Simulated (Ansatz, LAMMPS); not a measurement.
**What do other settings change for ionic liquid BMIM+ Br- with water at 350 K (148 atoms)?**

Density of this cell: 1.26 g/cm³. The cell holds 148 atoms: 40 C, 10 N, 87 H, 6 O and 5 Br. Its edges and angles: a = 11.675 Å, b = 11.675 Å, c = 11.675 Å, α = 90.0°, β = 90.0°, γ = 90.0°. 5 BMIM+, 5 Br-, 6 H2O placed at random, at 1.26 g/cm³; overlaps pushed apart, then 10 ps at 700 K with Joung-Cheatham ions (J. Phys. Chem. B 112, 9020 (2008)); MMFF94 bonds, angles, torsions, charges and radii (Halgren, J. Comput. Chem. 17, 490 (1996)) in harmonic and 12-6 forms; SPC/E water (Berendsen, Grigera and Straatsma, J. Phys. Chem. 91, 6269 (1987)); charges of ions scaled by 0.8. Snapshot after 30 ps at 350 K and fixed volume.

Geometry: as built.

Reference run: Kohn-Sham DFT, PBE+D3(BJ), PAW (set soft_2), plane waves (Ansatz 0.2.0), cutoff 750 eV, Γ point, fixed occupations.

```
r.m.s. force component                           : 0.913 eV/Å
gap (highest filled to lowest empty level) : 2.643 eV
SCF cycles                                       : 10
time                                             : 8.4 s on 8 threads of Intel Xeon Platinum 8488C (Sapphire Rapids), shared host
```

**Question.** The same geometry is run again with each of these changes. How far do the results move, and how long does each run take?
- support functions medium
- support functions low
- support functions high
- support functions medium, radius 3.34 Å
- support functions medium, radius 3.61 Å
- support functions medium, radius 3.85 Å
- support functions medium, radius 4.13 Å
- support functions medium, radius 4.65 Å
- support functions medium, radius 5.16 Å

Each row is set against the run with plane waves at 750 eV (Kohn-Sham DFT, PBE+D3(BJ), PAW (set soft_2), plane waves; r.m.s. force component 0.913 eV/Å). Energies are set beside the reference only for runs with its functional, potentials and electron count. Times are for 8 threads of Intel Xeon Platinum 8488C (Sapphire Rapids), shared host.

```
                                    run  Δ force, r.m.s. (meV/Å)  share of r.m.s. force (%)  Δ energy (meV/atom)  Δ gap (eV)  cycles     time  host memory (GiB)
                              reference                        -                          -                    -           -      10    8.4 s                4.0
               support functions medium                     0.95                      0.104               -0.350      5.0e-4      13     41 s                4.3
                  support functions low                     1.03                      0.112               -0.350      0.0013      11     37 s                4.3
                 support functions high                    0.746                     0.0817               -0.383      1.0e-4      16  2.5 min                9.7
support functions medium, radius 3.34 Å                    0.982                      0.107               -0.350      4.0e-4      13     40 s                4.2
support functions medium, radius 3.61 Å                    0.914                      0.100               -0.350      4.0e-4      13     44 s                4.6
support functions medium, radius 3.85 Å                    0.876                     0.0959               -0.350      4.0e-4      13     57 s                5.1
support functions medium, radius 4.13 Å                    0.859                     0.0941               -0.350      3.0e-4      13     75 s                5.6
support functions medium, radius 4.65 Å                    0.841                     0.0921               -0.350      2.0e-4      13  1.8 min                7.0
support functions medium, radius 5.16 Å                    0.836                     0.0915               -0.350           0      13  2.5 min                8.7
```

Among numerical settings the force difference runs from 0.75 meV/Å (support functions high) to 1.0 meV/Å (support functions low). At 148 atoms the fastest of the runs at a preset level, support functions low, takes 4.3 times the time of plane waves, in 11 SCF cycles against 10. Differences between support functions and plane waves include what basis error the plane-wave run still has. As the radius goes from 3.34 to 5.16 Å, the force difference goes from 0.98 to 0.84 meV/Å, and the time from 40 s to 2.5 min. 

[Logs are printed without paths, hosts, clocks, repeated set-up lines and the standing remarks that a program may print on its own settings, such as how far it seeks lower states.]

[Hosts, paths, dates, database ids (printed as entryN), source tags and the programs' standing remarks are cut or masked in the printed files.]

[The MMFF94 radii named for the starting cell were scaled by 0.96; in molecules described by MMFF94, hydrogen bound to N, O or S took a small fixed 12-6 site in their place.]
